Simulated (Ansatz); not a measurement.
# What CsSbSe3 (model cell, started as cubic perovskite with Sb in the octahedra) distorts into, part 2 of 3

Which phase does CsSbSe3 (model cell, started as cubic perovskite with Sb in the octahedra) fall into along its unstable mode, and how much energy does it gain?

Ansatz 0.2.0; DFT PBEsol, scalar-relativistic, plane waves, PAW; PAW set soft_1.

So far, highest frequency on the path or at a solved wavevector (cm⁻¹): step 2 (the dispersion) 166. Also lowest frequency on the path (cm⁻¹): step 2 -67.9.

The structure was built from a prototype and need not be the compound's stable phase.

## (6) Relaxing from the distorted cell

Starting from the lowest point found, all atoms and the cell are let go, so that strain and other modes of the same symmetry can join in.

File input.yaml:

```yaml
crystal:
  lattice:
    - [5.3818518704, 0.0, 0.0]
    - [0.0, 5.3818518704, 0.0]
    - [0.0, 0.0, 5.3818518704]
  atoms:
    - { symbol: Cs, position: [0.0, 0.0149221336, 0.0149221336] }
    - { symbol: Sb, position: [0.5, 0.4408757321, 0.4408757321] }
    - { symbol: Se, position: [0.5, 0.546220466, -0.0263946879] }
    - { symbol: Se, position: [0.5, -0.0263946879, 0.546220466] }
    - { symbol: Se, position: [0.0, 0.546220466, 0.546220466] }
kpoints:
  mp_grid: { grid: [8, 8, 8] }
hamiltonian:
  xc: pbesol
  pseudopotentials: { kind: paw, azcp: { folder: soft_1 }, xc_functional: pbe }
scf:
  occupations: { method: methfessel_paxton, width: 0.2 }
output:
  forces: true
  stress: true
  eigenvalues: true
relax:
  adjacent_minimum: "off"
  f_tol: 0.002
  max_steps: 120
  cell: { stress_tol: 0.03 }
```

On the command line:

```console
$ ansatz run input.yaml --threads 8 --pin off --max-ram 16384MiB --backend cpu --events-out ev --progress --plain --runs-dir out
```

Numbers of over 12 decimals in the logs are rounded to 6 here.

What it wrote:

```text
[...]
Crystal: 5 atoms, lattice volume = 155.882 Å³
Basis set: ecut = 420 eV, 2969 PW (Γ), exchange–correlation on 72×72×72 points (8 copies of the dense FFT grid, shifted against one another)
Bands: 44, of which v1, the nominal top of the filled ones, is band 36 counted from 1 (35 counted from 0)
Symmetry: 4 space group operations
[...]
k-points: 105 of 512 (time reversal used)
[...]
SCF iter   1: F=—  HF=-28270.093629 eV  |F-HF|=—  |Δ(HF+E_count)|=         —  Δρ=3.16e-2  dr2=3.79e0  ethr=3.10e-3  ⟨swp⟩=7.7  Hψ=19338  notcnv=0
[...]
SCF iter   9: F=-28268.455502 eV  HF=-28268.455502 eV  |F-HF|=3.14e-8  |Δ(HF+E_count)|=   3.20e-8  S|Δr|=    0.00e0  Δρ=3.99e-6  dr2=5.16e-8  ethr=1.39e-10  ⟨swp⟩=13.8  Hψ=24305  notcnv=0
SCF 1 converged in 9 iterations: F = -28268.455502 eV  dr2 = 5.16e-8
[...]
relax step   1: F+E_penalty+E_count = -28268.45550196 eV  Δ(F+E_penalty+E_count) = +0.000e0 eV  max|allowed force component| = 1.305e-1 eV/Å  Δτ_max = 0.0000 Å  P = -0.808 GPa  Ω = 155.882 Å³  (9 SCF iters, dr2 threshold 1.00e-7 eV, accepted)
Crystal: 5 atoms, lattice volume = 152.408 Å³
Basis set: ecut = 420 eV, 2977 PW (Γ), exchange–correlation on 72×72×72 points (8 copies of the dense FFT grid, shifted against one another)
[...]
SCF iter   7: F=-28268.540180 eV  HF=-28268.540180 eV  |F-HF|=1.02e-8  |Δ(HF+E_count)|=   6.34e-8  S|Δr|=    0.00e0  Δρ=6.41e-6  dr2=6.08e-8  ethr=6.94e-10  ⟨swp⟩=6.1  Hψ=22490  notcnv=0
SCF 2 converged in 7 iterations: F = -28268.540180 eV  dr2 = 6.08e-8
[...]
relax step   2: F+E_penalty+E_count = -28268.54017993 eV  Δ(F+E_penalty+E_count) = -8.468e-2 eV  max|allowed force component| = 1.346e-1 eV/Å  Δτ_max = 0.0527 Å  P = -0.156 GPa  Ω = 152.408 Å³  energy of the carried Pulay correction = +2.072e-4 eV  (7 SCF iters, dr2 threshold 5.00e-7 eV, accepted)
Crystal: 5 atoms, lattice volume = 148.950 Å³
Basis set: ecut = 420 eV, 2909 PW (Γ), exchange–correlation on 72×72×72 points (8 copies of the dense FFT grid, shifted against one another)
[...]
SCF iter   8: F=-28268.606758 eV  HF=-28268.606758 eV  |F-HF|=2.37e-8  |Δ(HF+E_count)|=   4.82e-9  S|Δr|=    0.00e0  Δρ=6.29e-6  dr2=5.42e-8  ethr=6.94e-10  ⟨swp⟩=9.7  Hψ=26277  notcnv=0
SCF 3 converged in 8 iterations: F = -28268.606758 eV  dr2 = 5.42e-8
relax step   3: F+E_penalty+E_count = -28268.60675835 eV  Δ(F+E_penalty+E_count) = -6.658e-2 eV  max|allowed force component| = 3.401e-1 eV/Å  Δτ_max = 0.1294 Å  P = +0.647 GPa  Ω = 148.950 Å³  energy of the carried Pulay correction = +4.182e-4 eV  (8 SCF iters, dr2 threshold 5.00e-7 eV, accepted)
[... from here on, the SCF cycles and remarks between the steps are left out ...]
relax step   4: F+E_penalty+E_count = -28268.69817946 eV  Δ(F+E_penalty+E_count) = -9.142e-2 eV  max|allowed force component| = 1.951e-1 eV/Å  Δτ_max = 0.0995 Å  P = +0.688 GPa  Ω = 150.160 Å³  energy of the carried Pulay correction = +3.438e-4 eV  (7 SCF iters, dr2 threshold 5.00e-7 eV, accepted)
relax step   5: F+E_penalty+E_count = -28268.78674528 eV  Δ(F+E_penalty+E_count) = -8.857e-2 eV  max|allowed force component| = 1.138e-1 eV/Å  Δτ_max = 0.1118 Å  P = +0.691 GPa  Ω = 153.393 Å³  energy of the carried Pulay correction = +1.480e-4 eV  (7 SCF iters, dr2 threshold 5.00e-7 eV, accepted)
relax step   6: F+E_penalty+E_count = -28268.81500710 eV  Δ(F+E_penalty+E_count) = -2.826e-2 eV  max|allowed force component| = 2.947e-1 eV/Å  Δτ_max = 0.0932 Å  P = -0.449 GPa  Ω = 156.871 Å³  energy of the carried Pulay correction = -5.817e-5 eV  (7 SCF iters, dr2 threshold 5.00e-7 eV, accepted)
relax step   7: F+E_penalty+E_count = -28268.85270495 eV  Δ(F+E_penalty+E_count) = -3.770e-2 eV  max|allowed force component| = 1.575e-1 eV/Å  Δτ_max = 0.0979 Å  P = -0.243 GPa  Ω = 156.825 Å³  energy of the carried Pulay correction = -5.547e-5 eV  (7 SCF iters, dr2 threshold 5.00e-7 eV, accepted)
relax step   8: F+E_penalty+E_count = -28268.75846868 eV  Δ(F+E_penalty+E_count) = +9.424e-2 eV  max|allowed force component| = 8.348e-1 eV/Å  Δτ_max = 0.1537 Å  P = +0.571 GPa  Ω = 158.335 Å³  energy of the carried Pulay correction = -1.436e-4 eV  (7 SCF iters, dr2 threshold 5.00e-7 eV, rejected (line search))
relax step   9: F+E_penalty+E_count = -28268.86829027 eV  Δ(F+E_penalty+E_count) = -1.559e-2 eV  max|allowed force component| = 1.651e-1 eV/Å  Δτ_max = 0.0451 Å  P = +0.228 GPa  Ω = 155.679 Å³  energy of the carried Pulay correction = +1.197e-5 eV  (10 SCF iters, accepted)
relax step  10: F+E_penalty+E_count = -28268.86801937 eV  Δ(F+E_penalty+E_count) = +2.709e-4 eV  max|allowed force component| = 8.924e-2 eV/Å  Δτ_max = 0.0272 Å  P = -0.103 GPa  Ω = 156.542 Å³  energy of the carried Pulay correction = -3.888e-5 eV  (6 SCF iters, dr2 threshold 5.00e-7 eV, rejected (line search))
relax step  11: F+E_penalty+E_count = -28268.87103388 eV  Δ(F+E_penalty+E_count) = -2.744e-3 eV  max|allowed force component| = 1.587e-2 eV/Å  Δτ_max = 0.0102 Å  P = -0.045 GPa  Ω = 156.295 Å³  energy of the carried Pulay correction = -2.437e-5 eV  (10 SCF iters, accepted)
relax step  12: F+E_penalty+E_count = -28268.87110106 eV  Δ(F+E_penalty+E_count) = -6.718e-5 eV  max|allowed force component| = 2.300e-3 eV/Å  Δτ_max = 0.0009 Å  P = -0.004 GPa  Ω = 156.257 Å³  energy of the carried Pulay correction = -2.211e-5 eV  (5 SCF iters, dr2 threshold 1.81e-8 eV, accepted)
relax step  13: F+E_penalty+E_count = -28268.87111487 eV  Δ(F+E_penalty+E_count) = -1.381e-5 eV  max|allowed force component| = 1.695e-3 eV/Å  Δτ_max = 0.0013 Å  P = +0.005 GPa  Ω = 156.254 Å³  energy of the carried Pulay correction = -2.194e-5 eV  (6 SCF iters, dr2 threshold 3.31e-10 eV, accepted)
relax step  14: F+E_penalty+E_count = -28268.87112261 eV  Δ(F+E_penalty+E_count) = -7.748e-6 eV  max|allowed force component| = 7.529e-4 eV/Å  Δτ_max = 0.0021 Å  P = +0.004 GPa  Ω = 156.290 Å³  energy of the carried Pulay correction = -2.403e-5 eV  (7 SCF iters, accepted)
relax step  15: F+E_penalty+E_count = -28268.90377411 eV  Δ(F+E_penalty+E_count) = -3.265e-2 eV  max|allowed force component| = 9.690e-4 eV/Å  Δτ_max = 0.0000 Å  P = +0.330 GPa  Ω = 156.290 Å³  stress off target by 8.60e-1 GPa  SCF on the basis re-selected at this cell (its energy is not comparable with the rows above)  (10 SCF iters)
relax step  16: F+E_penalty+E_count = -28268.91600519 eV  Δ(F+E_penalty+E_count) = -1.223e-2 eV  max|allowed force component| = 2.168e-2 eV/Å  Δτ_max = 0.0246 Å  P = +0.177 GPa  Ω = 157.236 Å³  energy of the carried Pulay correction = -6.504e-5 eV  (6 SCF iters, dr2 threshold 5.00e-7 eV, accepted)
relax step  17: F+E_penalty+E_count = -28268.92496071 eV  Δ(F+E_penalty+E_count) = -8.956e-3 eV  max|allowed force component| = 3.850e-2 eV/Å  Δτ_max = 0.0488 Å  P = +0.019 GPa  Ω = 158.311 Å³  energy of the carried Pulay correction = -1.443e-4 eV  (7 SCF iters, dr2 threshold 5.00e-7 eV, accepted)
relax step  18: F+E_penalty+E_count = -28268.92310915 eV  Δ(F+E_penalty+E_count) = +1.852e-3 eV  max|allowed force component| = 5.976e-2 eV/Å  Δτ_max = 0.0638 Å  P = -0.057 GPa  Ω = 159.297 Å³  energy of the carried Pulay correction = -2.125e-4 eV  (7 SCF iters, dr2 threshold 9.26e-8 eV, rejected (line search))
relax step  19: F+E_penalty+E_count = -28268.92108940 eV  Δ(F+E_penalty+E_count) = +3.871e-3 eV  max|allowed force component| = 1.931e-1 eV/Å  Δτ_max = 0.0284 Å  P = +0.359 GPa  Ω = 158.718 Å³  energy of the carried Pulay correction = -1.715e-4 eV  (10 SCF iters, rejected (line search))
relax step  20: F+E_penalty+E_count = -28268.92602111 eV  Δ(F+E_penalty+E_count) = -1.060e-3 eV  max|allowed force component| = 1.252e-2 eV/Å  Δτ_max = 0.0142 Å  P = +0.016 GPa  Ω = 158.562 Å³  energy of the carried Pulay correction = -1.611e-4 eV  (10 SCF iters, accepted)
relax step  21: F+E_penalty+E_count = -28268.92617319 eV  Δ(F+E_penalty+E_count) = -1.521e-4 eV  max|allowed force component| = 2.772e-3 eV/Å  Δτ_max = 0.0080 Å  P = -0.008 GPa  Ω = 158.669 Å³  energy of the carried Pulay correction = -1.681e-4 eV  (6 SCF iters, dr2 threshold 9.80e-9 eV, accepted)
relax step  22: F+E_penalty+E_count = -28268.92618100 eV  Δ(F+E_penalty+E_count) = -7.801e-6 eV  max|allowed force component| = 9.171e-4 eV/Å  Δτ_max = 0.0004 Å  P = -0.000 GPa  Ω = 158.645 Å³  energy of the carried Pulay correction = -1.666e-4 eV  (5 SCF iters, dr2 threshold 4.80e-10 eV, accepted)
[...]
SCF iter   8: F=-28268.926348 eV  HF=-28268.926348 eV  |F-HF|=0.00e0  |Δ(HF+E_count)|=  5.09e-11  S|Δr|=    0.00e0  Δρ=5.09e-8  dr2=4.36e-12  ethr=1.00e-12  ⟨swp⟩=6.4  Hψ=21575  notcnv=0
SCF 23 converged in 8 iterations: F = -28268.926348 eV  dr2 = 4.36e-12
relax step  23: F+E_penalty+E_count = -28268.92634778 eV  Δ(F+E_penalty+E_count) = -1.668e-4 eV  max|allowed force component| = 8.684e-4 eV/Å  Δτ_max = 0.0000 Å  P = -0.001 GPa  Ω = 158.645 Å³  stress off target by 4.59e-3 GPa  SCF on the basis re-selected at this cell (its energy is not comparable with the rows above)  (8 SCF iters)
[...]
SCF converged after 8 iterations
[...]
Free energy (F): -28268.926348 eV
[...]
Internal energy: -28268.931273 eV  (E = F + TS)
E sigma→0 (E₀):  -28268.927579 eV
Entropy (-TS):   0.004925 eV (0.985 meV/atom)
Fermi energy:    6.404840 eV
[...]
--- Forces (eV/Å), atoms counted from 1 ---
  atom   1  Cs    -0.00000000    -0.00021695    -0.00021695
  atom   2  Sb     0.00000000    -0.00080218    -0.00080218
  atom   3  Se    -0.00000000     0.00061000    -0.00045839
  atom   4  Se     0.00000000    -0.00045839     0.00061000
  atom   5  Se     0.00000000     0.00086864     0.00086864
  max |Σ_I F_I| component: 1.12e-6 eV/Å
--- Stress (GPa, compression-positive) ---
        0.001107       0.000000       0.000000
        0.000000      -0.001789       0.002799
        0.000000       0.002799      -0.001789
  P = ⅓ Tr σ = -0.0008 GPa (-0.008 kbar)
--- Band table (eV; the first three rows and the last of 105) ---
  k-point 0: bands = [... 32 lower, 5.7044, 5.7469, 6.2572, 6.3245, 6.4479, 8.6511, 8.7655, 9.7054, ... 4 higher]
  k-point 1: bands = [... 32 lower, 5.5670, 5.9602, 6.2355, 6.3107, 6.4302, 8.7661, 8.8889, 9.8541, ... 4 higher]
  k-point 2: bands = [... 32 lower, 5.4333, 5.9923, 6.0352, 6.3977, 6.5171, 9.0504, 9.1640, 10.1773, ... 4 higher]
  k-point 104: bands = [... 32 lower, 5.4559, 5.9537, 5.9658, 6.0104, 6.2399, 7.9274, 8.5917, 10.4055, ... 4 higher]
--- Relaxed structure (21 steps of the walk, 17 accepted, 2 SCFs on fresh bases) ---
  F+E_penalty+E_count = -28268.92634778 eV   max|allowed force component| = 8.684e-4 eV/Å   (the final SCF, on the basis selected at the relaxed cell)
  cell:  # Å, volume = 158.6454 Å³
    - [4.065225, 0, 0]
    - [0, 6.291024, 0.742959]
    - [0, 0.742959, 6.291024]
  atoms:
    - { symbol: Cs, position: [0, 0.016077, 0.016077] }
    - { symbol: Sb, position: [0.500000, 0.400758, 0.400758] }
    - { symbol: Se, position: [0.500000, 0.526572, 0.00402559] }
    - { symbol: Se, position: [0.500000, 0.00402559, 0.526572] }
    - { symbol: Se, position: [0, 0.574411, 0.574411] }
```

The job ended after 4.6 min (8 threads of Arm Neoverse V2, shared host; peak memory 1 GiB).

Step by step (22 of 23):

| step | energy less that of the first step (eV) | largest force component (eV/Å) | pressure (GPa) | volume (Å³) |
| --- | --- | --- | --- | --- |
| 1 | 0.0000 | 0.1305 | -0.81 | 155.88 |
| 2 | -0.0847 | 0.1346 | -0.16 | 152.41 |
| 3 | -0.1513 | 0.3401 | 0.65 | 148.95 |
| 4 | -0.2427 | 0.1951 | 0.69 | 150.16 |
| 5 | -0.3312 | 0.1138 | 0.69 | 153.39 |
| 6 | -0.3595 | 0.2947 | -0.45 | 156.87 |
| 7 | -0.3972 | 0.1575 | -0.24 | 156.82 |
| 8 | -0.3030 | 0.8348 | 0.57 | 158.33 |
| 9 | -0.4128 | 0.1651 | 0.23 | 155.68 |
| 10 | -0.4125 | 0.0892 | -0.10 | 156.54 |
| 11 | -0.4155 | 0.0159 | -0.04 | 156.30 |
| 13 | -0.4156 | 0.0017 | 0.00 | 156.25 |
| 14 | -0.4156 | 0.0008 | 0.00 | 156.29 |
| 15* | -0.4483 | 0.0010 | 0.33 | 156.29 |
| 16 | -0.4605 | 0.0217 | 0.18 | 157.24 |
| 17 | -0.4695 | 0.0385 | 0.02 | 158.31 |
| 18 | -0.4676 | 0.0598 | -0.06 | 159.30 |
| 19 | -0.4656 | 0.1931 | 0.36 | 158.72 |
| 20 | -0.4705 | 0.0125 | 0.02 | 158.56 |
| 21 | -0.4707 | 0.0028 | -0.01 | 158.67 |
| 22 | -0.4707 | 0.0009 | 0.00 | 158.65 |
| 23* | -0.4708 | 0.0009 | 0.00 | 158.65 |

Relaxation steps marked * repeat the geometry before them on a plane-wave basis chosen anew for their cell, so energy and pressure can jump there. Other such steps can lie between the rows shown. Relaxation steps 8, 10, 18, 19 were tried and not accepted.

Forces are held to the 4 operations that the run works with; a distortion that breaks them can't arise in this run.

| cell as run | before | after | change |
| --- | --- | --- | --- |
| a (Å) | 5.382 | 4.065 | -24.5 % |
| b (Å) | 5.382 | 6.335 | +17.7 % |
| c (Å) | 5.382 | 6.335 | +17.7 % |
| α (°) | 90.00 | 76.53 | -15.0 % |
| volume (Å³/atom) | 31.18 | 31.73 | +1.8 % |

The atoms that moved most (Å, as changes of fractional coordinates times the final cell):

| atom | dx | dy | dz | length |
| --- | --- | --- | --- | --- |
| Sb2 | 0.000 | -0.282 | -0.282 | 0.399 |
| Se5 | 0.000 | 0.198 | 0.198 | 0.280 |
| Se3 | 0.000 | -0.101 | 0.177 | 0.204 |
| Se4 | 0.000 | 0.177 | -0.101 | 0.204 |
| Cs1 | 0.000 | 0.008 | 0.008 | 0.011 |

Numbers from this step:

```yaml
pressure: -8.24e-4 GPa
volume_per_atom: 31.73 Å³
```

The distorted start has space group Amm2; the relaxation ends in Amm2.

## (7) The new phase in its own primitive cell

The relaxed structure is symmetrised, reduced to its primitive cell and relaxed tightly, as its phonons need.

input.yaml, the sections that differ from step 6:

```yaml
crystal:
  lattice:
    - [4.0652246597, 0.0, 0.0]
    - [0.0, 3.9230739637, 4.9737769806]
    - [0.0, -3.9230739637, 4.9737769806]
  atoms:
    - { symbol: Cs, position: [0.0, 0.0160774445, 0.0160774445] }
    - { symbol: Sb, position: [0.5, 0.4007576538, 0.4007576538] }
    - { symbol: Se, position: [0.5, 0.5265721547, 0.0040255912] }
    - { symbol: Se, position: [0.5, 0.0040255912, 0.5265721547] }
    - { symbol: Se, position: [0.0, 0.5744112656, 0.5744112656] }
kpoints:
  mp_grid: { grid: [10, 6, 6] }
relax:
  adjacent_minimum: "off"
  f_tol: 0.001
  max_steps: 60
  cell: { stress_tol: 0.01 }
# hamiltonian, scf, output: as in step 6
```

What it wrote:

```text
[...]
Crystal: 5 atoms, lattice volume = 158.645 Å³
Basis set: ecut = 420 eV, 3113 PW (Γ), exchange–correlation on 60×90×90 points (8 copies of the dense FFT grid, shifted against one another)
Bands: 44, of which v1, the nominal top of the filled ones, is band 36 counted from 1 (35 counted from 0)
Symmetry: 4 space group operations
[...]
k-points: 78 of 360 (time reversal used)
[...]
cell:  # Å, volume = 158.6159 Å³
    - [4.073772, -3.100598480044452e-19, 0]
    - [-2.9921783387606963e-19, 3.920215, 4.966037]
    - [2.992178338760707e-19, -3.920215, 4.966037]
  atoms:
    - { symbol: Cs, position: [0, 0.016036, 0.016036] }
    - { symbol: Sb, position: [0.5, 0.400897, 0.400897] }
    - { symbol: Se, position: [0.5, 0.526654, 0.00380955] }
    - { symbol: Se, position: [0.5, 0.00380955, 0.526654] }
    - { symbol: Se, position: [0, 0.574448, 0.574448] }
[key lines of the parts left out:]
SCF converged after 6 iterations
Free energy (F): -28268.925888 eV
Fermi energy:    6.401181 eV
P = ⅓ Tr σ = 0.0009 GPa (0.009 kbar)
```

It took 44 s on 8 threads; peak memory 0.88 GiB.

Relaxation path:

| step | energy less that of the first step (eV) | largest force component (eV/Å) | pressure (GPa) | volume (Å³) |
| --- | --- | --- | --- | --- |
| 1 | 0.0000 | 0.0040 | -0.01 | 158.65 |
| 2 | -0.0001 | 0.0040 | 0.00 | 158.67 |
| 3 | -0.0001 | 0.0037 | 0.00 | 158.64 |
| 4 | -0.0001 | 0.0005 | 0.00 | 158.62 |
| 5* | -0.0001 | 0.0006 | 0.00 | 158.62 |

Relaxation steps marked * repeat the geometry before them on a plane-wave basis chosen anew for their cell, so energy and pressure can jump there.

The run keeps the 4 symmetry operations that it works with, so distortions that break them were not tested.

| conventional cell, symmetrised | before | after | change |
| --- | --- | --- | --- |
| a (Å) | 4.065 | 4.074 | +0.2 % |
| b (Å) | 7.846 | 7.840 | -0.1 % |
| c (Å) | 9.948 | 9.932 | -0.2 % |
| volume (Å³/atom) | 31.73 | 31.72 | -0.0 % |

Final coordinates:

```cif
data_structure
_symmetry_space_group_name_H-M 'P 1'
_symmetry_Int_Tables_number 1
_cell_length_a 4.0738
_cell_length_b 6.3269
_cell_length_c 6.3269
_cell_angle_alpha 76.575
_cell_angle_beta 90.000
_cell_angle_gamma 90.000
_cell_volume 158.62
loop_
_atom_site_label
_atom_site_type_symbol
_atom_site_fract_x
_atom_site_fract_y
_atom_site_fract_z
_atom_site_occupancy
Cs1 Cs 0.00000 0.01604 0.01604 1
Sb2 Sb 0.50000 0.40090 0.40090 1
Se3 Se 0.50000 0.52665 0.00381 1
Se4 Se 0.50000 0.00381 0.52665 1
Se5 Se 0.00000 0.57445 0.57445 1
```

This step gave:

```yaml
pressure: 8.65e-4 GPa
volume_per_atom: 31.72 Å³
```

The largest force component left is 0.55 meV/Å and the pressure is 0.001 GPa, within the tolerances set. The cell now holds 31.72 Å³/atom.

(Part 2 of 3 ends here.)

[Logs are printed without paths, hosts, clocks, repeated set-up lines and the standing remarks that a program may print on its own settings, such as how far it seeks lower states.]

[Hosts, paths, dates, database ids (printed as entryN), source tags and the programs' standing remarks are cut or masked in the printed files.]
